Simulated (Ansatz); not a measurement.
## A hypothetical structure for Ni3GeH

Starting from a made-up structure for Ni3GeH, the aim is the relaxed cell, its shortest contacts and, where a second run follows, its electronic structure.

Program: Ansatz 0.2.0. Level of theory: DFT, PBEsol, plane-wave PAW, files of the set soft_1, scalar-relativistic, ferromagnetic start, cell and ions relaxed at zero pressure; PAW set soft_1, in the first sound run; inputs show where later runs differ. Results are calculated unless marked as measured.

### 1. Starting point

It takes space group Pm-3m (No. 221, cubic). Conventional cell: a = 3.677 Å, b = 3.677 Å, c = 3.677 Å, α = 90.00°, β = 90.00°, γ = 90.00°. Nearest to Ge lie 12 Ni at 2.60 Å. Nearest to Ni lie 2 H at 1.84 Å and 8 Ni at 2.60 Å and 4 Ge at 2.60 Å. Nearest to H lie 6 Ni at 1.84 Å. Farther neighbours are not listed.

### 2. Relaxing cell and atoms

The guess takes its coordinates from another compound and its volume from a rule, so the cell and any free coordinates are relaxed together.

Contents of input.yaml:

```yaml
crystal:
  lattice:
    - [3.677, 0.0, 0.0]
    - [0.0, 3.677, 0.0]
    - [0.0, 0.0, 3.677]
  atoms:
    - { symbol: Ge, position: [0.5, 0.5, 0.5] }
    - { symbol: Ni, position: [0.0, 0.0, 0.5], spin: 1.0 }
    - { symbol: Ni, position: [0.0, 0.5, 0.0], spin: 1.0 }
    - { symbol: Ni, position: [0.5, 0.0, 0.0], spin: 1.0 }
    - { symbol: H, position: [0.0, 0.0, 0.0] }
magnetization:
  spin_polarized: true
kpoints:
  mp_grid: { grid: [7, 7, 7] }
scf:
  occupations: { method: fermi_dirac, width: 0.05 }
hamiltonian:
  xc: pbesol
  pseudopotentials: { kind: paw, azcp: { folder: soft_1 }, xc_functional: pbe }
relax:
  f_tol: 0.015
  max_steps: 70
  cell: {}
output:
  forces: true
  stress: true
```

Run with:

```console
$ ansatz run input.yaml --threads 4 --pin off --max-ram 8192MiB --backend cpu --events-out ev --progress --plain --runs-dir out
```

Numbers of over 12 decimals in the logs are rounded to 6 here.

Log:

```text
Engine: ansatz 0.2.0, aarch64-unknown-linux-gnu
Pseudopotentials: kind: paw
Pseudopotential: Ge, paw, valence charge 14, recommended cutoff 420 eV (normal), soft_1/Ge.paw.azcp
Pseudopotential: Ni, paw, valence charge 18, recommended cutoff 420 eV (normal), soft_1/Ni.paw.azcp
Pseudopotential: H, paw, valence charge 1, recommended cutoff 420 eV (normal), soft_1/H.paw.azcp
Functional definition: PBEsol
  exchange = pbesol_x
  correlation = pbesol_c
Crystal: 5 atoms, lattice volume = 49.714 Å³
Basis set: ecut = 420 eV, 949 PW (Γ), exchange–correlation on 50×50×50 points (8 copies of the dense FFT grid, shifted against one another)
Bands: 44, of which v1, the nominal top of the filled ones, is band 35 counted from 1 (34 counted from 0)
Symmetry: 48 space group operations
Space group: Pm-3m (ITA 221), of the structure as read, at distance tolerance 3.7e-5 Å
Magnetic group: BNS 221.92 (UNI 1594), of the structure as read, at distance tolerance 3.7e-5 Å
k-points: 20 of 343
Non-local potential: Ge, projectors of the file, l = 0: 2, l = 1: 2, l = 2: 3, l = 3: 1
Non-local potential: Ni, projectors of the file, l = 0: 3, l = 1: 2, l = 2: 3, l = 3: 1
Non-local potential: H, projectors of the file, l = 0: 2, l = 1: 1
PAW form: soft (Blöchl's): semilocal exchange-correlation on the pseudo side does not see the compensation charge
PAW frozen core: Ge, regenerated for the run's functional, and the local potential with it (the file was generated under x = pbe(κ = 0.804, μ = 0.219515), c = pbe(β = 0.066725))
PAW frozen core: Ni, regenerated for the run's functional, and the local potential with it (the file was generated under x = pbe(κ = 0.804, μ = 0.219515), c = pbe(β = 0.066725))
PAW one-centre angular grid: Ge, 590 points (default); XC on 64 Gauss nodes
PAW one-centre angular grid: Ni, 590 points (default); XC on 64 Gauss nodes
PAW one-centre angular grid: H, 110 points (default); XC on 64 Gauss nodes
Initial density: superposition of atomic densities (chi_scale 0.1, normalization cell)
Starting moments: Σ|m| = 3 μB on 3 of 5 sites
Initial wavefunctions: pseudopotential atomic-orbital guess
Functional: x = pbesol(κ = 0.804, μ = 0.123457), c = pbesol(β = 0.046)
iter 1 solved again at ethr=1.65e-3 eV; its pass at ethr=3.10e-3 eV (dr2=1.14e0 eV) is discarded
SCF iter   1: F=—  HF=-21680.980383 eV  |F-HF|=—  |Δ(HF+E_count)|=         —  Δρ=4.78e-2 (↑4.78e-2 ↓2.60e-2)  dr2=1.15e0  dr2_m=2.50e-1  M=1.986 μB ∫|m|=2.243 μB  β_m=0.30  ethr=1.65e-3  ⟨swp⟩=1.2  Hψ=8063  notcnv=0
Mixer restart at iter 1: flushing history
preconditioner: auto → Kerker (q_TF=auto, 2.882 Å⁻¹)  [metal: Δε(μ)=0.051 eV  Ē_g=13.450 eV  σ=0.050 eV  W_gap=0.24  n_scr=18 (ndim 8)  ℏωp=35.3 eV  f_vac=0.000  D(μ)=3.16/eV (n_scr^D=26)]
spin=Collinear: Kerker preconditioning applied to the charge; magnetization (m = ρ↑ − ρ↓) channel mixes plain (no charge-response kernel on spin).
SCF iter   2: F=—  HF=-21681.690947 eV  |F-HF|=—  |Δ(HF+E_count)|=   7.11e-1  Δρ=3.83e-2 (↑2.52e-2 ↓3.83e-2)  dr2=5.08e-1  dr2_m=3.78e-1  M=1.669 μB ∫|m|=1.944 μB  β_m=0.43  ethr=1.65e-3  ⟨swp⟩=2.4  Hψ=2391  notcnv=0
SCF iter   3: F=—  HF=-21683.439599 eV  |F-HF|=—  |Δ(HF+E_count)|=    1.75e0  Δρ=4.15e-2 (↑2.09e-2 ↓4.15e-2)  dr2=5.44e-1  dr2_m=3.97e-1  M=1.398 μB ∫|m|=1.661 μB  β_m=0.24  ethr=7.36e-4  ⟨swp⟩=2.7  Hψ=2711  notcnv=0  defer=89
SCF iter   4: F=—  HF=-21684.162213 eV  |F-HF|=—  |Δ(HF+E_count)|=   7.23e-1  Δρ=3.39e-2 (↑2.02e-2 ↓3.39e-2)  dr2=3.75e-1  dr2_m=3.02e-1  M=1.247 μB ∫|m|=1.475 μB  β_m=0.15  ethr=7.36e-4  ⟨swp⟩=2.0  Hψ=2044  notcnv=0  defer=95
SCF iter   5: F=—  HF=-21684.545112 eV  |F-HF|=—  |Δ(HF+E_count)|=   3.83e-1  Δρ=2.68e-2 (↑2.68e-2 ↓1.55e-2)  dr2=1.84e-1  dr2_m=1.66e-1  M=1.139 μB ∫|m|=1.314 μB  β_m=0.49  ethr=5.43e-4  ⟨swp⟩=2.3  Hψ=2613  notcnv=0  defer=96
SCF iter   6: F=—  HF=-21685.423172 eV  |F-HF|=—  |Δ(HF+E_count)|=         —  Δρ=2.73e-2 (↑2.73e-2 ↓5.04e-3)  dr2=2.97e-1  dr2_m=6.35e-2  M=0.145 μB ∫|m|=0.177 μB  β_m=0.66  ethr=2.67e-4  ⟨swp⟩=3.2  Hψ=3408  notcnv=0  defer=96
Mixer restart at iter 6: flushing history
SCF iter   7: F=—  HF=-21685.428919 eV  |F-HF|=—  |Δ(HF+E_count)|=   5.75e-3  Δρ=1.61e-2 (↑3.76e-3 ↓1.61e-2)  dr2=6.75e-2  dr2_m=2.29e-2  M=0.086 μB ∫|m|=0.105 μB  β_m=0.61  ethr=2.67e-4  ⟨swp⟩=3.0  Hψ=3914  notcnv=0  defer=94
SCF iter   8: F=—  HF=-21685.393147 eV  |F-HF|=—  |Δ(HF+E_count)|=   3.58e-2  Δρ=1.20e-2 (↑1.20e-2 ↓2.57e-3)  dr2=6.56e-2  dr2_m=1.11e-2  M=0.067 μB ∫|m|=0.081 μB  β_m=0.62  ethr=9.79e-5  ⟨swp⟩=3.0  Hψ=3727  notcnv=0  defer=94
SCF iter   9: F=—  HF=-21685.378892 eV  |F-HF|=—  |Δ(HF+E_count)|=   1.43e-2  Δρ=2.35e-3 (↑2.25e-3 ↓2.35e-3)  dr2=7.91e-5  dr2_m=2.38e-3  M=0.030 μB ∫|m|=0.037 μB  β_m=0.81  ethr=9.51e-5  ⟨swp⟩=2.2  Hψ=2690  notcnv=0  defer=94
SCF iter  10: F=—  HF=-21685.379108 eV  |F-HF|=—  |Δ(HF+E_count)|=   2.16e-4  Δρ=1.05e-3 (↑1.05e-3 ↓5.81e-4)  dr2=1.06e-4  dr2_m=2.99e-4  M=0.011 μB ∫|m|=0.014 μB  β_m=0.79  ethr=1.15e-7  ⟨swp⟩=2.0  Hψ=3166  notcnv=0  defer=94
SCF iter  11: F=—  HF=-21685.379009 eV  |F-HF|=—  |Δ(HF+E_count)|=   9.90e-5  Δρ=2.94e-4 (↑2.94e-4 ↓1.12e-4)  dr2=1.35e-5  dr2_m=1.67e-5  M=0.003 μB ∫|m|=0.004 μB  β_m=0.68  ethr=1.15e-7  ⟨swp⟩=2.0  Hψ=2857  notcnv=0  defer=94
SCF iter  12: F=—  HF=-21685.378996 eV  |F-HF|=—  |Δ(HF+E_count)|=   1.25e-5  Δρ=4.81e-5 (↑4.81e-5 ↓3.87e-5)  dr2=1.69e-7  dr2_m=7.64e-7  M=0.001 μB ∫|m|=0.001 μB  β_m=0.83  ethr=1.95e-8  ⟨swp⟩=2.0  Hψ=2352  notcnv=0  defer=94
SCF iter  13: F=—  HF=-21685.378996 eV  |F-HF|=—  |Δ(HF+E_count)|=   4.31e-8  Δρ=6.64e-6 (↑6.64e-6 ↓6.37e-6)  dr2=3.38e-9  dr2_m=1.75e-8  M=0.000 μB ∫|m|=0.000 μB  β_m=0.92  ethr=2.45e-10  ⟨swp⟩=2.2  Hψ=3118  notcnv=0  defer=94
SCF iter  14: F=—  HF=-21685.378996 eV  |F-HF|=—  |Δ(HF+E_count)|=   4.98e-9  Δρ=9.46e-7 (↑4.79e-7 ↓9.46e-7)  dr2=5.86e-10  dr2_m=3.92e-11  M=-0.000 μB ∫|m|=0.000 μB  β_m=0.96  ethr=4.91e-12  ⟨swp⟩=2.0  Hψ=2990  notcnv=0  defer=94
SCF iter  15: F=-21685.378996 eV  HF=-21685.378996 eV  |F-HF|=3.35e-10  |Δ(HF+E_count)|=  7.02e-10  Δρ=5.43e-7 (↑5.43e-7 ↓5.14e-7)  dr2=4.04e-10  dr2_m=2.64e-13  M=0.000 μB ∫|m|=0.000 μB  ethr=1.00e-12  ⟨swp⟩=1.4  Hψ=4161  notcnv=0
WARN: the starting moments were not kept: the SCF closed with an absolute magnetisation of 1.7e-6 μB, where they sum to 3 μB in size (3 sites). That is at most 0.1 of that sum. Measured as dr2_m measures the in/out step, that magnetisation stands 2.1e-12 eV from none, at or under the dr2_threshold of 1.0e-7 eV: it is no larger than a step whose dr2_m would equal this threshold. The system may hold no moment; this SCF [...]
[...]
SCF 3 converged in 10 iterations: F = -21685.541467 eV  dr2 = 3.08e-8
  greatest PAW one-centre occupation: 1.001 electrons in one spin orbital (limit 2), on the Ni atom at site 3 (counted from 0), in its partial waves of l = 1
relax step   3: F+E_penalty+E_count = -21685.54146737 eV  Δ(F+E_penalty+E_count) = -1.697e-2 eV  max|allowed force component| = 5.607e-30 eV/Å  Δτ_max = 0.0000 Å  P = +0.792 GPa  Ω = 45.954 Å³  energy of the carried Pulay correction = +2.535e-3 eV  (10 SCF iters, dr2 threshold 5.00e-7 eV, accepted)
[...]
relax step   4: F+E_penalty+E_count = -21685.54176691 eV  Δ(F+E_penalty+E_count) = -2.995e-4 eV  max|allowed force component| = 6.306e-29 eV/Å  Δτ_max = 0.0000 Å  P = +0.000 GPa  Ω = 46.124 Å³  energy of the carried Pulay correction = +2.417e-3 eV  (8 SCF iters, dr2 threshold 5.00e-7 eV, accepted)
Basis set: ecut = 420 eV, 895 PW (Γ), exchange–correlation on 48×48×48 points (8 copies of the dense FFT grid, shifted against one another)
Initial wavefunctions: pseudopotential atomic-orbital guess (no wavefunctions were taken with the density)
iter 1 solved again at ethr=4.40e-8 eV; its pass at ethr=3.10e-3 eV (dr2=3.03e-5 eV) is discarded
SCF iter   1: F=—  HF=-21685.539116 eV  |F-HF|=—  |Δ(HF+E_count)|=         —  Δρ=2.28e-4 (↑2.28e-4 ↓2.27e-4)  dr2=5.94e-5  dr2_m=3.37e-11  M=0.000 μB ∫|m|=0.000 μB  β_m=0.65  ethr=4.40e-8  ⟨swp⟩=3.1  Hψ=11054  notcnv=0
eigensolver tolerance schedule calibrated: the retry pair's looser diagonalisation under-reported the residual by θ = 0.49 (0.10/decade); ethr = c·dr2/N_el runs at the constant in force after the calibration composes with the one it found (an armed cap, an earlier calibration), c = 9.8e-2
preconditioner: auto → none  [metal: Δε(μ)=0.020 eV  Ē_g=14.868 eV  σ=0.050 eV  W_gap=0.10  n_scr=6 (ndim 8)  ℏωp=36.7 eV  f_vac=0.000  D(μ)=3.95/eV (n_scr^D=56)]
SCF iter   2: F=—  HF=-21685.539111 eV  |F-HF|=—  |Δ(HF+E_count)|=   4.32e-6  Δρ=1.98e-4 (↑1.98e-4 ↓1.98e-4)  dr2=4.68e-5  dr2_m=6.47e-12  M=0.000 μB ∫|m|=0.000 μB  β_m=0.39  ethr=4.40e-8  ⟨swp⟩=2.0  Hψ=2881  notcnv=0
SCF iter   3: F=—  HF=-21685.539110 eV  |F-HF|=—  |Δ(HF+E_count)|=   1.33e-6  Δρ=8.28e-5 (↑8.28e-5 ↓8.28e-5)  dr2=6.15e-6  dr2_m=5.51e-12  M=0.000 μB ∫|m|=0.000 μB  β_m=0.40  ethr=4.40e-8  ⟨swp⟩=2.0  Hψ=2959  notcnv=0
SCF iter   4: F=—  HF=-21685.539113 eV  |F-HF|=—  |Δ(HF+E_count)|=   3.13e-6  Δρ=1.38e-5 (↑1.38e-5 ↓1.38e-5)  dr2=1.39e-7  dr2_m=1.26e-12  M=0.000 μB ∫|m|=0.000 μB  β_m=0.47  ethr=8.73e-9  ⟨swp⟩=1.0  Hψ=1760  notcnv=0
SCF iter   5: F=—  HF=-21685.539117 eV  |F-HF|=—  |Δ(HF+E_count)|=   3.77e-6  Δρ=1.59e-5 (↑1.59e-5 ↓1.59e-5)  dr2=4.10e-7  dr2_m=3.09e-13  M=0.000 μB ∫|m|=0.000 μB  β_m=0.47  ethr=1.97e-10  ⟨swp⟩=2.0  Hψ=2718  notcnv=0
SCF iter   6: F=—  HF=-21685.539120 eV  |F-HF|=—  |Δ(HF+E_count)|=   2.87e-6  Δρ=9.60e-6 (↑9.60e-6 ↓9.58e-6)  dr2=1.40e-7  dr2_m=4.49e-14  M=-0.000 μB ∫|m|=0.000 μB  β_m=0.61  ethr=1.97e-10  ⟨swp⟩=2.0  Hψ=3174  notcnv=0
SCF iter   7: F=—  HF=-21685.539121 eV  |F-HF|=—  |Δ(HF+E_count)|=   9.79e-7  Δρ=3.10e-6 (↑3.10e-6 ↓3.09e-6)  dr2=1.33e-8  dr2_m=4.55e-15  M=-0.000 μB ∫|m|=0.000 μB  β_m=0.61  ethr=1.97e-10  ⟨swp⟩=2.0  Hψ=3158  notcnv=0
SCF iter   8: F=—  HF=-21685.539121 eV  |F-HF|=—  |Δ(HF+E_count)|=   5.45e-8  Δρ=6.88e-7 (↑6.88e-7 ↓6.85e-7)  dr2=6.37e-10  dr2_m=1.54e-15  M=-0.000 μB ∫|m|=0.000 μB  β_m=0.70  ethr=1.88e-11  ⟨swp⟩=2.0  Hψ=2924  notcnv=0
SCF iter   9: F=—  HF=-21685.539121 eV  |F-HF|=—  |Δ(HF+E_count)|=   1.02e-8  Δρ=1.10e-7 (↑1.10e-7 ↓1.09e-7)  dr2=1.45e-11  dr2_m=2.10e-16  M=-0.000 μB ∫|m|=0.000 μB  β_m=0.77  ethr=1.00e-12  ⟨swp⟩=2.0  Hψ=3098  notcnv=0
SCF iter  10: F=-21685.539121 eV  HF=-21685.539121 eV  |F-HF|=3.64e-12  |Δ(HF+E_count)|=  4.00e-11  Δρ=3.18e-8 (↑3.18e-8 ↓3.16e-8)  dr2=1.31e-12  dr2_m=1.26e-17  M=-0.000 μB ∫|m|=0.000 μB  ethr=1.00e-12  ⟨swp⟩=3.0  Hψ=5712  notcnv=0
the starting moments were not kept: the SCF closed with an absolute magnetisation of 6.2e-9 μB, where they sum to 3 μB in size (3 sites). That is at most 0.1 of that sum. Measured as dr2_m measures the in/out step, that magnetisation stands 1.4e-17 eV from none, at or under the dr2_threshold of 5.0e-11 eV: it is no larger than a step whose dr2_m would equal this threshold.
SCF 5 converged in 10 iterations: F = -21685.539121 eV  dr2 = 1.31e-12
relax step   5: F+E_penalty+E_count = -21685.53912081 eV  Δ(F+E_penalty+E_count) = +2.646e-3 eV  max|allowed force component| = 1.077e-29 eV/Å  Δτ_max = 0.0000 Å  P = +0.029 GPa  Ω = 46.124 Å³  stress off target by 2.86e-2 GPa  SCF on the basis re-selected at this cell (its energy is not comparable with the rows above)  (10 SCF iters)
basis re-selected at this cell: Δ(F+E_penalty+E_count) = +2.646e-3 eV, ΔP = +0.029 GPa vs the last step (what re-selecting the basis moved, of the pressure what is left beyond the Pulay correction that the steps carried, after the strain that the cell walked since its last selection, with what the two solves' SCF thresholds leave and, on support functions, any second-order correction that the steps lacked; it is no measure of the basis error at this ecutwfc). The dense FFT grid was sized anew with the basis: this SCF ran on 24×24×24 points, the steps before it on 25×25×25, so part of this shift can come from that change (see relax.cell in the input reference). [rest of the remark cut]
SCF converged after 10 iterations
Magnetization: -0.0000 μB (34.5000 up, 34.5000 down)
Absolute magnetization: 0.0000 μB (∫|ρ↑−ρ↓|, with the PAW one-centre terms)
Spin contamination: 0.0000 ħ² per cell (⟨S²⟩ above its minimum at these occupations)
Per-site moments (μB) at R_I (Å): [(7.870583586820474e-11, 1.046046), (-1.2534822101081433e-9, 0.739667), (-1.2534817523089192e-9, 0.739667), (-1.253482232955923e-9, 0.739667), (2.3851538915492133e-10, 0.739667)]
Free energy (F): -21685.539121 eV
Harris-Foulkes:  -21685.539121 eV  (|F-HF|=3.64e-12)
Internal energy: -21685.508166 eV  (E = F + TS)
E sigma→0 (E₀):  -21685.523644 eV
Entropy (-TS):   -0.030955 eV (-6.191 meV/atom)
Fermi energy:    18.346066 eV
--- Per-component energies (eV) ---
  E_band       = -872.759749
  E_kinetic    = 1137.955695
  E_local      = -10065.963271  (includes V_loc(G=0)·N_el)
  E_nonlocal   = -120.905879
  E_hartree    = 5396.773683
  E_xc         = -419.728389
  E_vxc        = -517.364983  (∫ρ·V_xc dr)
  E_paw        = -6848.708985  (= ΣΔE_a)
  E_vpaw       = -2100.030234  (= ΣTr[D̂ρ^β])
  E_aug_tail   = 0.001703  (compensation charges beyond the density's cutoff)
  E_ewald      = -10766.442530
  E_core_change = 1.509806  (= ΣΔE_core)
  E_smearing   = -0.030955  (= −TS)
  E_closure    = -0.000000  (closes the sum)
  Σ components = -21685.539121   (vs F -21685.539121, Δ=0.00e0)
--- Forces (eV/Å), atoms counted from 1 ---
  atom   1  Ge     0.00000000     0.00000000     0.00000000
  atom   2  Ni     0.00000000    -0.00000000     0.00000000
  atom   3  Ni    -0.00000000    -0.00000000    -0.00000000
  atom   4  Ni    -0.00000000     0.00000000     0.00000000
  atom   5  H      0.00000000     0.00000000    -0.00000000
  max |Σ_I F_I| component: 2.20e-29 eV/Å
--- Stress (GPa, compression-positive) ---
        0.028616      -0.000000       0.000000
        0.000000       0.028616      -0.000000
        0.000000      -0.000000       0.028616
  P = ⅓ Tr σ = 0.0286 GPa (0.286 kbar)
--- Relaxed structure (4 steps of the walk, 4 accepted, 1 SCFs on fresh bases) ---
  F+E_penalty+E_count = -21685.53912081 eV   max|allowed force component| = 1.077e-29 eV/Å   (the final SCF, on the basis selected at the relaxed cell)
  cell:  # Å, volume = 46.1239 Å³
    - [3.586262, 0, 0]
    - [0, 3.586262, 0.0]
    - [0, 0.0, 3.586262]
  atoms:
    - { symbol: Ge, position: [0.5, 0.5, 0.5] }
    - { symbol: Ni, position: [0, 0, 0.5] }
    - { symbol: Ni, position: [0, 0.5, 0] }
    - { symbol: Ni, position: [0.5, 0, 0] }
    - { symbol: H, position: [0, 0, 0] }
```

Run time: 10 s. Hardware: 4 threads of Arm Neoverse V1, shared host; peak memory 0.4 GiB.

Step by step:

```tsv
step	energy less that of the first step (eV)	largest force component (eV/Å)	pressure (GPa)	volume (Å³)
1	0.0000	0.0000	-13.31	49.71
2	-0.1455	0.0000	-4.72	47.22
3	-0.1625	0.0000	0.79	45.95
4	-0.1628	0.0000	0.00	46.12
5*	-0.1601	0.0000	0.03	46.12
```

Relaxation steps marked * repeat the geometry before them on a plane-wave basis chosen anew for their cell, so energy and pressure can jump there.

The run keeps the 48 symmetry operations that it works with, so distortions that break them were not tested.

```tsv
conventional cell, symmetrised	before	after	change
a (Å)	3.677	3.586	-2.5 %
b (Å)	3.677	3.586	-2.5 %
c (Å)	3.677	3.586	-2.5 %
volume (Å³/atom)	9.94	9.22	-7.2 %
```

The relaxed structure:

```cif
data_structure
_symmetry_space_group_name_H-M 'P 1'
_symmetry_Int_Tables_number 1
_cell_length_a 3.5863
_cell_length_b 3.5863
_cell_length_c 3.5863
_cell_angle_alpha 90.000
_cell_angle_beta 90.000
_cell_angle_gamma 90.000
_cell_volume 46.12
loop_
_atom_site_label
_atom_site_type_symbol
_atom_site_fract_x
_atom_site_fract_y
_atom_site_fract_z
_atom_site_occupancy
Ge1 Ge 0.50000 0.50000 0.50000 1
Ni2 Ni 0.00000 0.00000 0.50000 1
Ni3 Ni 0.00000 0.50000 0.00000 1
Ni4 Ni 0.50000 0.00000 0.00000 1
H5 H 0.00000 0.00000 0.00000 1
```

Numbers from this step:

```
free energy             : -21685.5391 eV
energy at zero smearing : -21685.5236 eV
smearing term TS        : 0.03095 eV
Fermi energy            : 18.35 eV
electrons               : 69
symmetry operations     : 48
pressure                : 0.02862 GPa
```

Shortest distances by pair of elements, guess and relaxed (not always the same contact):

```tsv
pair	guess (Å)	relaxed (Å)
H–Ni	1.839	1.793
Ge–Ni	2.600	2.536
Ni–Ni	2.600	2.536
Ge–H	3.184	3.106
Ge–Ge	3.677	3.586
```

The relaxation ends with a pressure of 0.03 GPa. No moment survives the cycle: this start ends non-magnetic.

[end of part 1 of 2]

[Logs are printed without paths, hosts, clocks, repeated set-up lines and the standing remarks that a program may print on its own settings, such as how far it seeks lower states.]

[Hosts, paths, dates, database ids (printed as entryN), source tags and the programs' standing remarks are cut or masked in the printed files.]
